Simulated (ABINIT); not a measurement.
Records of electronic-structure calculations.

```json
{"subject": "PbO (P4/nmm): G0W0 with ABINIT, start to end", "lattice_ang": [[3.96, 0.0, 0.0], [0.0, 3.96, 0.0], [0.0, 0.0, 5.07]], "atoms": [["Pb", 0.0, 0.5, 0.239], ["Pb", 0.5, 0.0, 0.761], ["O", 0.0, 0.0, 0.0], ["O", 0.5, 0.5, 0.0]], "method": "RPA screening on PBE, plane waves, norm-conserving pseudopotentials (and 2 further levels or steps)", "program": "ABINIT 10.8.3", "settings": "cutoff 42 Ha, PseudoDojo scalar-relativistic 0.4 stringent, norm-conserving, potential set dojo-sr-pbe-0.4-stringent, ngkpt (4, 4, 2), nband 60, ecuteps 3.2 Ha, inclvkb 2, shiftk (0, 0, 0), symchi 1, awtr 1, frequency ppm, 4×4×2 k-mesh", "cost": "5 runs, 4.2 min in all on 4 MPI ranks of Intel Xeon Platinum 8488C (Sapphire Rapids), shared host", "notes": "The database entry behind the starting cell differs from other determinations of this structure.  Limits: no spin-orbit coupling. The 4×4×2 mesh is coarse for this cell, which bears on the long-range parts of exchange and screening.", "results": {"pbe_gap": "1.13 eV, indirect", "g0w0_gap_on_the_mesh": "1.15 eV", "gw_settings": "4×4×2 mesh, 60 bands, screening to 87.1 eV, Godby-Needs plasmon pole", "known_limits": "short of the basis limit; no spin-orbit coupling; coarse k mesh"}}
```

[Long decimals in the printed logs are rounded to 6 places.]

[Logs are printed without paths, hosts, clocks, repeated set-up lines and the standing remarks that a program may print on its own settings, such as how far it seeks lower states.]

[Paths, hosts, dates, memory and timing lines, banners, echoed tables and standing remarks are left out of the program output; an Ansatz launch command may be rebuilt from the run's recorded settings. Measured values are a selection of at most five: reports struck by readers or far from the other reports are left out. None is set beside runs whose start may be inverted or whose files or cutoffs have a known fault.]

[Runs of the session that timed out or met a known fault of the program may be left out.]

[Hosts, paths, dates, database ids (printed as entryN), source tags and the programs' standing remarks are cut or masked in the printed files.]

[G0W0 gaps are taken among the corrected bands and points alone; a level outside them can change the order at an edge.]

[Where Ansatz stands beside ABINIT at settings called matched, ABINIT's density can come from a denser mesh and the files from another edition; pairs whose starting gaps differed by over 0.03 eV were left out, so agreement reads better than it is.]
